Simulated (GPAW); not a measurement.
## The basis that the transmission of a Na chain with one C atom in line needs

Wanted: the zero-bias transmission of a Na chain with one C atom in line on a ladder of levels, with run times.

Calculated with GPAW 26.7.0; GPAW LCAO, PAW setups; Landauer transmission from Green's functions with principal layers (ASE), zero bias.

### Step 1. Set-up

The cell holds 13 atoms: 12 Na and 1 C. Its edges and angles: a = 9.000 Å, b = 9.000 Å, c = 40.588 Å, α = 90.0°, β = 90.0°, γ = 90.0°. Regions: left lead, 6 atoms (6 Na); channel, 1 atom (1 C); right lead, 6 atoms (6 Na). Vacuum lies along a and b. The structure is stacked along c, and the current runs across the ab planes.

### Step 2. Double-zeta polarised basis

Localised orbitals split the wire into layers that couple to their neighbours alone, which is what the Green's function method needs; double zeta with polarisation is the usual level for numbers.

The input, run.py:

```python
import json
import numpy as np
from ase import Atoms
from ase.transport.calculators import TransportCalculator
from gpaw import GPAW, FermiDirac
from gpaw.lcao.tools import get_lcao_hamiltonian
from scipy.linalg import eigh

# The junction with lead layers at both ends, along the third cell vector
device = Atoms(
    ['Na', 'Na', 'Na', 'Na', 'Na', 'Na', 'C', 'Na', 'Na', 'Na', 'Na', 'Na', 'Na'],
    positions=[
        [4.50000, 4.50000, 1.65000],
        [4.50000, 4.50000, 4.95000],
        [4.50000, 4.50000, 8.25000],
        [4.50000, 4.50000, 11.55000],
        [4.50000, 4.50000, 14.85000],
        [4.50000, 4.50000, 18.15000],
        [4.50000, 4.50000, 20.29420],
        [4.50000, 4.50000, 22.43840],
        [4.50000, 4.50000, 25.73840],
        [4.50000, 4.50000, 29.03840],
        [4.50000, 4.50000, 32.33840],
        [4.50000, 4.50000, 35.63840],
        [4.50000, 4.50000, 38.93840]],
    cell=[[9.0, 0.0, 0.0], [0.0, 9.0, 0.0], [0.0, 0.0, 40.5884]],
    pbc=True)

# One principal layer of the lead: the first 4 atoms of the device
lead = Atoms(
    ['Na', 'Na', 'Na', 'Na'],
    positions=[
        [4.50000, 4.50000, 1.65000],
        [4.50000, 4.50000, 4.95000],
        [4.50000, 4.50000, 8.25000],
        [4.50000, 4.50000, 11.55000]],
    cell=[[9.0, 0.0, 0.0], [0.0, 9.0, 0.0], [0.0, 0.0, 13.2]],
    pbc=True)

settings = dict(mode='lcao', basis='dzp', xc='PBE', h=0.2,
                occupations=FermiDirac(0.1), maxiter=250,
                mixer=dict(beta=0.1, nmaxold=8, weight=100.0),
                convergence=dict(density=0.0001))
energies = np.arange(-3, 3 + 1e-9, 0.075)
eta = 0.0001
n1, n2 = 1, 1
# k and -k transmit alike, so half of the mesh across the current serves
mesh = [(i, j) for i in range(n1) for j in range(n2) if (i, j) <= (-i % n1, -j % n2)]
weights = np.array([1 if (i, j) == (-i % n1, -j % n2) else 2 for i, j in mesh]) / (n1 * n2)

# [... helper functions left out ...]
fermi_lead = ground_state(lead, (1, 1, 9), 'lead.txt')
fermi_device = ground_state(device, (1, 1, 2), 'device.txt')
# [... loop over the mesh left out, but for ...]
        # Shift the lead onto the potential of the device's first layer
        shift = ((H[:, 0, 0] - H0[:, 0, 0]) / S0[0, 0]).real.mean()
# [...]
kT = 8.617333e-5 * 300
bias = [0.1, 0.2, 0.5, 1.0, 1.5, 2.0]
# [... integrals and printing left out ...]
```

Launch:

```bash
$ OMP_NUM_THREADS=1 OPENBLAS_NUM_THREADS=1 python run.py
```

The program printed:

```text
basis functions: device 217, principal layer 68
Fermi level: lead -2.4844 eV, device -2.5380 eV; lead shifted by 0.0012 eV
largest coupling past the next layer 4.16e-12 eV, largest misfit of the first layer 0.029 eV
  E-E_F (eV)   T (one spin)  [channel counts left out]
    -3.000    5.0387e-10
    -2.925    5.0273e-10
    -2.850    5.0152e-10
    -2.775    5.0025e-10
    -2.700    4.9891e-10
    -2.625    4.9749e-10
    -2.550    4.9600e-10
    -2.475    4.9443e-10
    -2.400    4.9277e-10
    -2.325    4.9103e-10
    -2.250    4.8921e-10
    -2.175    4.8728e-10
    -2.100    4.8526e-10
    -2.025    4.8312e-10
    -1.950    4.8087e-10
    -1.875    4.7848e-10
[...]
2.475    2.7639e-02
     2.550    2.9516e-02
     2.625    3.1182e-02
     2.700    3.2796e-02
     2.775    3.4519e-02
     2.850    3.6475e-02
     2.925    3.8739e-02
     3.000    4.1338e-02
conductance at 300 K: 0.53686 G0 a cell; thermopower 9.296 uV/K
current from the zero-bias T(E) at 0.1 V: 4.1574 uA
current from the zero-bias T(E) at 0.2 V: 8.3033 uA
current from the zero-bias T(E) at 0.5 V: 20.617 uA
current from the zero-bias T(E) at 1.0 V: 41.589 uA
current from the zero-bias T(E) at 1.5 V: 64.664 uA
current from the zero-bias T(E) at 2.0 V: 74.843 uA
```

The job ended after 64 s (1 thread of AMD EPYC 9R45, shared host; peak memory 1.4 GiB).

Numbers from this step:

* conductance: 0.5369 G₀
* thermopower: 9.296 μV/K
* largest coupling past the next principal layer: 4.16e-12 eV
* largest misfit of the first principal layer: 0.02878 eV
* shift that aligns the lead: 0.001218 eV
* basis functions of the junction: 217
* basis functions of a principal layer: 68
* transmission at the Fermi level (one spin): 0.5384

One spin. Transmission, zone mean against energy, zero at the Fermi level:

```
energy (eV)  transmission, zone mean
      -3.00                  5.0e-10
      -2.77                  5.0e-10
      -2.55                  5.0e-10
      -2.40                  4.9e-10
      -2.17                  4.9e-10
      -1.95                  4.8e-10
      -1.73                  4.7e-10
      -1.57                  4.7e-10
      -1.35                  4.5e-10
      -1.12                  4.1e-10
      -0.90                   2.1e-9
      -0.75                    0.847
      -0.68                    0.994
      -0.53                    0.882
      -0.30                    0.703
      -0.07                    0.588
       0.00                    0.538
       0.07                    0.485
       0.30                    0.349
       0.53                    0.284
       0.75                    0.262
       0.90                    0.254
       1.12                    0.246
       1.35                    0.242
       1.57                    0.237
       1.73                    0.223
       1.95                    0.171
       2.17                   0.0168
       2.40                   0.0254
       2.55                   0.0295
       2.77                   0.0345
       3.00                   0.0413
```

Not self-consistent under bias; the bias window is split evenly. Current through one cell, from the zero-bias transmission against bias:

```
bias (V)  current through one cell, from the zero-bias transmission (μA)
   0.100                                                            4.16
   0.200                                                            8.30
   0.500                                                            20.6
   1.000                                                            41.6
   1.500                                                            64.7
   2.000                                                            74.8
```

Table of transmission of the three most open eigenchannels by energy, zero at the Fermi level:

```
energy (eV)  channel 1  channel 2  channel 3
      -3.00    3.3e-10    1.8e-10          0
      -2.77    3.2e-10    1.8e-10          0
      -2.55    3.2e-10    1.8e-10          0
      -2.40    3.2e-10    1.8e-10          0
      -2.17    3.1e-10    1.8e-10          0
      -1.95    3.0e-10    1.8e-10          0
      -1.73    3.0e-10    1.7e-10          0
      -1.57    2.9e-10    1.7e-10          0
      -1.35    2.8e-10    1.7e-10          0
      -1.12    2.6e-10    1.6e-10          0
      -0.90     1.9e-9    1.9e-10    3.1e-12
      -0.75      0.847    3.5e-10    1.9e-10
      -0.53      0.882    2.0e-10    1.5e-10
      -0.30      0.703    2.1e-10    1.7e-10
      -0.07      0.588    2.1e-10    1.7e-10
       0.00      0.538    2.1e-10    1.6e-10
       0.07      0.485    2.1e-10    1.6e-10
       0.30      0.349    2.0e-10    1.5e-10
       0.53      0.284    1.9e-10    1.4e-10
       0.75      0.262    1.9e-10    1.2e-10
       0.90      0.254    1.9e-10    1.1e-10
       1.12      0.246    1.8e-10    9.3e-11
       1.35      0.242    1.8e-10    7.3e-11
       1.57      0.237    1.7e-10    5.2e-11
       1.73      0.223    1.7e-10    3.9e-11
       1.95      0.165    0.00309    0.00309
       2.17    0.00841    0.00841     1.8e-7
       2.40     0.0127     0.0127    1.6e-10
       2.55     0.0148     0.0148    1.5e-10
       2.77     0.0173     0.0173    2.2e-10
       3.00     0.0207     0.0207     7.0e-8
```

Couplings past the next layer reach 4.2e-12 eV, small enough to drop; the matrix elements of the cell's first layer differ from the bulk lead's by up to 0.029 eV. That layer keeps its own values in the calculation, and only beyond it is the lead taken as perfect. The Fermi levels of lead and junction count from different zeros of potential, one for each periodic cell; with both set to zero, the small remaining shift is what aligns them. By hand: G = 0.5369 × 77.48 μS = 41.6 μS, a resistance of 24.0 kΩ; at 0.1 V a linear junction would pass 4.16 μA, and the integral over the bias window gives 4.16 μA. Mott's formula, S = -(π²/3)(k_B²T/e) d ln T/dE, has the prefactor 7.33 μV/K·eV at 300 K; T = 0.5881 at -0.075 eV and 0.4845 at 0.075 eV give a slope of -1.29 per eV and S = 9.46 μV/K, beside 9.30 μV/K from the thermal integral, which interpolates the same grid.

### Step 3. GPAW, szp: basis = "szp(dzp)"

The second zeta is dropped, the polarisation orbitals stay.

Edit run.py of step 2 so:

```diff
@@ -39,3 +39,3 @@
 
-settings = dict(mode='lcao', basis='dzp', xc='PBE', h=0.2,
+settings = dict(mode='lcao', basis='szp(dzp)', xc='PBE', h=0.2,
                 occupations=FermiDirac(0.1), maxiter=250,
```

The program printed:

```text
basis functions: device 129, principal layer 40
Fermi level: lead -2.5061 eV, device -2.5514 eV; lead shifted by 0.0003 eV
largest coupling past the next layer 4.06e-12 eV, largest misfit of the first layer 0.036 eV
  E-E_F (eV)   T (one spin)  [channel counts left out]
    -3.000    1.3310e-09
    -2.925    1.3271e-09
    -2.850    1.3231e-09
    -2.775    1.3189e-09
    -2.700    1.3145e-09
    -2.625    1.3100e-09
    -2.550    1.3053e-09
    -2.475    1.3004e-09
    -2.400    1.2953e-09
    -2.325    1.2901e-09
    -2.250    1.2848e-09
    -2.175    1.2793e-09
    -2.100    1.2737e-09
    -2.025    1.2680e-09
    -1.950    1.2622e-09
    -1.875    1.2564e-09
[...]
2.475    5.3154e-02
     2.550    5.7311e-02
     2.625    6.1451e-02
     2.700    6.5893e-02
     2.775    7.0925e-02
     2.850    7.6769e-02
     2.925    8.3567e-02
     3.000    9.1367e-02
conductance at 300 K: 0.51376 G0 a cell; thermopower 9.45 uV/K
current from the zero-bias T(E) at 0.1 V: 3.9785 uA
current from the zero-bias T(E) at 0.2 V: 7.9447 uA
current from the zero-bias T(E) at 0.5 V: 19.697 uA
current from the zero-bias T(E) at 1.0 V: 39.501 uA
current from the zero-bias T(E) at 1.5 V: 61.495 uA
current from the zero-bias T(E) at 2.0 V: 69.391 uA
```

The job ended after 50 s (1 thread; peak memory 1.4 GiB).

This step gave:

```yaml
conductance: 0.5138 G₀
thermopower: 9.450 μV/K
largest_coupling_past_the_next_principal_layer: 4.06e-12 eV
largest_misfit_of_the_first_principal_layer: 0.03563 eV
shift_that_aligns_the_lead: 2.85e-4 eV
basis_functions_of_the_junction: 129
basis_functions_of_a_principal_layer: 40
transmission_at_the_fermi_level_one_spin: 0.5153
```

One spin. The transmission, zone mean by energy, zero at the Fermi level:

```
energy (eV)  transmission, zone mean
      -3.00                   1.3e-9
      -2.77                   1.3e-9
      -2.55                   1.3e-9
      -2.40                   1.3e-9
      -2.17                   1.3e-9
      -1.95                   1.3e-9
      -1.73                   1.2e-9
      -1.57                   1.2e-9
      -1.35                   1.2e-9
      -1.12                   1.2e-9
      -0.90                   1.4e-9
      -0.75                    0.858
      -0.68                    0.991
      -0.53                    0.827
      -0.30                    0.664
      -0.07                    0.564
       0.00                    0.515
       0.07                    0.463
       0.30                    0.333
       0.53                    0.273
       0.75                    0.249
       0.90                    0.237
       1.12                    0.220
       1.35                    0.203
       1.57                    0.183
       1.73                    0.164
       1.95                    0.127
       2.17                   0.0505
       2.40                   0.0487
       2.55                   0.0573
       2.77                   0.0709
       3.00                   0.0914
```

Not self-consistent under bias; the bias window is split evenly. Current through one cell, from the zero-bias transmission against bias:

```
bias (V)  current through one cell, from the zero-bias transmission (μA)
   0.100                                                            3.98
   0.200                                                            7.94
   0.500                                                            19.7
   1.000                                                            39.5
   1.500                                                            61.5
   2.000                                                            69.4
```

The transmission of the three most open eigenchannels by energy, zero at the Fermi level:

```
energy (eV)  channel 1  channel 2  channel 3
    -0.9750     1.3e-9          0          0
    -0.7500      0.858    7.0e-10          0
    -0.5250      0.827    9.2e-10          0
    -0.2250      0.635    9.2e-10          0
     0.0000      0.515    8.9e-10          0
     0.2250      0.368    8.5e-10          0
     0.5250      0.273    7.9e-10          0
     0.7500      0.249    7.5e-10          0
     0.9750      0.231    7.0e-10          0
     1.2750      0.208    6.3e-10          0
     1.5000      0.191    5.7e-10          0
     1.7250      0.164    5.1e-10          0
     2.0250     0.0899    0.00944    0.00944
     2.2500     0.0191     0.0191     2.5e-9
     2.4750     0.0266     0.0266    7.1e-11
     2.7750     0.0355     0.0355          0
     3.0000     0.0457     0.0457          0
```

The conductance, 0.514 G₀, lies 4.3 % below that of the dzp run.

### Step 4. GPAW, sz: basis = "sz(dzp)"

The minimal basis is the cheapest rung: no second zeta and no polarisation.

Edit run.py of step 3 so:

```diff
@@ -39,3 +39,3 @@
 
-settings = dict(mode='lcao', basis='szp(dzp)', xc='PBE', h=0.2,
+settings = dict(mode='lcao', basis='sz(dzp)', xc='PBE', h=0.2,
                 occupations=FermiDirac(0.1), maxiter=250,
```

The program printed:

```text
basis functions: device 88, principal layer 28
Fermi level: lead -2.4845 eV, device -2.5330 eV; lead shifted by 0.0001 eV
largest coupling past the next layer 4.26e-12 eV, largest misfit of the first layer 0.037 eV
  E-E_F (eV)   T (one spin)  [channel counts left out]
    -3.000    9.9880e-13
    -2.925    9.8881e-13
    -2.850    9.7867e-13
[...]
2.925    1.0426e-01
     3.000    1.1411e-01
conductance at 300 K: 0.5068 G0 a cell; thermopower 10.04 uV/K
current from the zero-bias T(E) at 0.1 V: 3.9248 uA
current from the zero-bias T(E) at 0.2 V: 7.8394 uA
current from the zero-bias T(E) at 0.5 V: 19.465 uA
current from the zero-bias T(E) at 1.0 V: 39.186 uA
current from the zero-bias T(E) at 1.5 V: 61.167 uA
current from the zero-bias T(E) at 2.0 V: 69.201 uA
```

The job ended after 47 s (1 thread; peak memory 1.3 GiB).

This step gave:

```yaml
conductance: 0.5068 G₀
thermopower: 10.04 μV/K
largest_coupling_past_the_next_principal_layer: 4.26e-12 eV
largest_misfit_of_the_first_principal_layer: 0.03748 eV
shift_that_aligns_the_lead: 1.14e-4 eV
basis_functions_of_the_junction: 88
basis_functions_of_a_principal_layer: 28
transmission_at_the_fermi_level_one_spin: 0.5082
```

The conductance, 0.507 G₀, lies 5.6 % below that of the dzp run.

### Step 5. RPBE in the dzp basis: xc = "RPBE"

Back in the dzp basis, the functional changes from PBE to RPBE, to set the spread between functionals beside that between bases.

Edit run.py of step 4 so:

```diff
@@ -39,3 +39,3 @@
 
-settings = dict(mode='lcao', basis='sz(dzp)', xc='PBE', h=0.2,
+settings = dict(mode='lcao', basis='dzp', xc='RPBE', h=0.2,
                 occupations=FermiDirac(0.1), maxiter=250,
```

The program printed:

```text
basis functions: device 217, principal layer 68
Fermi level: lead -2.4036 eV, device -2.4579 eV; lead shifted by 0.0008 eV
largest coupling past the next layer 2.11e-11 eV, largest misfit of the first layer 0.029 eV
  E-E_F (eV)   T (one spin)  [channel counts left out]
    -3.000    5.0181e-10
    -2.925    5.0051e-10
    -2.850    4.9913e-10
[...]
2.925    3.2415e-02
     3.000    3.4250e-02
conductance at 300 K: 0.5485 G0 a cell; thermopower 9.906 uV/K
current from the zero-bias T(E) at 0.1 V: 4.2482 uA
current from the zero-bias T(E) at 0.2 V: 8.4883 uA
current from the zero-bias T(E) at 0.5 V: 21.142 uA
current from the zero-bias T(E) at 1.0 V: 43.008 uA
current from the zero-bias T(E) at 1.5 V: 65.959 uA
current from the zero-bias T(E) at 2.0 V: 75.895 uA
```

Run time: 72 s. Hardware: 1 thread; peak memory 1.5 GiB.

This step gave:

- conductance: 0.5485 G₀
- thermopower: 9.906 μV/K
- largest coupling past the next principal layer: 2.11e-11 eV
- largest misfit of the first principal layer: 0.02885 eV
- shift that aligns the lead: 7.54e-4 eV
- basis functions of the junction: 217
- basis functions of a principal layer: 68
- transmission at the Fermi level (one spin): 0.5498

One spin. Transmission, zone mean against energy, zero at the Fermi level:

```
energy (eV)  transmission, zone mean
      -3.00                  5.0e-10
      -2.77                  5.0e-10
      -2.55                  4.9e-10
      -2.40                  4.9e-10
      -2.17                  4.8e-10
      -1.95                  4.8e-10
      -1.73                  4.7e-10
      -1.57                  4.6e-10
      -1.35                  4.4e-10
      -1.12                  3.9e-10
      -0.90                   2.2e-9
      -0.82                    0.889
      -0.75                    0.709
      -0.60                    0.991
      -0.53                    0.937
      -0.30                    0.741
      -0.07                    0.605
       0.00                    0.550
       0.07                    0.492
       0.30                    0.349
       0.53                    0.284
       0.75                    0.261
       0.90                    0.253
       1.12                    0.245
       1.35                    0.243
       1.57                    0.240
       1.73                    0.226
       1.95                    0.169
       2.17                   0.0169
       2.40                   0.0235
       2.55                   0.0261
       2.77                   0.0294
       3.00                   0.0343
```

The conductance, 0.548 G₀, lies 2.2 % above that of the dzp run.

### Step 6. All levels side by side

Times are for 1 thread of AMD EPYC 9R45, shared host. The runs compared:

```
no.       run  conductance (G₀)  time  memory (GiB)
  1       dzp            0.5369  64 s           1.4
  2       szp            0.5138  50 s           1.4
  3        sz            0.5068  47 s           1.3
  4  dzp RPBE            0.5485  72 s           1.5
```

### Step 7. The levels side by side

The curves are compared point by point over the common energies.

This step: comparison of transmission and cost over codes and levels (GPAW 26.7.0).

Ladder, by row:

```
    step  code  T at the Fermi level (sum over the listed spins)  conductance (G0)  r.m.s. T(E) from the first  wall time (s)  peak memory (GiB)  threads
     dzp  GPAW                                            0.5384            0.5369                           0          64.11               1.45        1
     szp  GPAW                                            0.5153            0.5138                     0.07201          50.31               1.39        1
      sz  GPAW                                            0.5082            0.5068                     0.06546          46.98               1.32        1
dzp-RPBE  GPAW                                            0.5498            0.5485                     0.02223          71.82               1.46        1
```

The transmission, zone mean, sum over the listed spins by energy, zero at the Fermi level:

```
energy (eV)      dzp     szp       sz  dzp-RPBE
      -3.00  5.0e-10  1.3e-9  1.0e-12   5.0e-10
      -2.77  5.0e-10  1.3e-9  9.7e-13   5.0e-10
      -2.55  5.0e-10  1.3e-9  9.4e-13   4.9e-10
      -2.25  4.9e-10  1.3e-9  8.9e-13   4.9e-10
      -2.02  4.8e-10  1.3e-9  8.6e-13   4.8e-10
      -1.80  4.8e-10  1.3e-9  8.3e-13   4.7e-10
      -1.57  4.7e-10  1.2e-9  8.0e-13   4.6e-10
      -1.35  4.5e-10  1.2e-9  7.9e-13   4.4e-10
      -1.05  3.7e-10  1.3e-9  8.4e-13   3.4e-10
      -0.82    0.811   0.211    0.333     0.889
      -0.68    0.994   0.991    0.991     0.959
      -0.60    0.957   0.916    0.926     0.991
      -0.38    0.748   0.700    0.711     0.796
      -0.15    0.630   0.604    0.603     0.653
       0.00    0.538   0.515    0.508     0.550
       0.15    0.432   0.412    0.401     0.437
       0.38    0.320   0.306    0.291     0.320
       0.60    0.274   0.263    0.244     0.273
       0.82    0.258   0.243    0.220     0.257
       1.05    0.248   0.225    0.201     0.247
       1.35    0.242   0.203    0.176     0.243
       1.57    0.237   0.183    0.157     0.240
       1.80    0.211   0.152    0.130     0.214
       2.02    0.136   0.109    0.101     0.129
       2.25   0.0200  0.0381   0.0455    0.0195
       2.55   0.0295  0.0573   0.0695    0.0261
       2.77   0.0345  0.0709   0.0877    0.0294
       3.00   0.0413  0.0914    0.114    0.0343
```

(Continued in part 2 of 2.)

[Logs are printed without paths, hosts, clocks, repeated set-up lines and the standing remarks that a program may print on its own settings, such as how far it seeks lower states.]

[Hosts, paths, dates, database ids (printed as entryN), source tags and the programs' standing remarks are cut or masked in the printed files.]
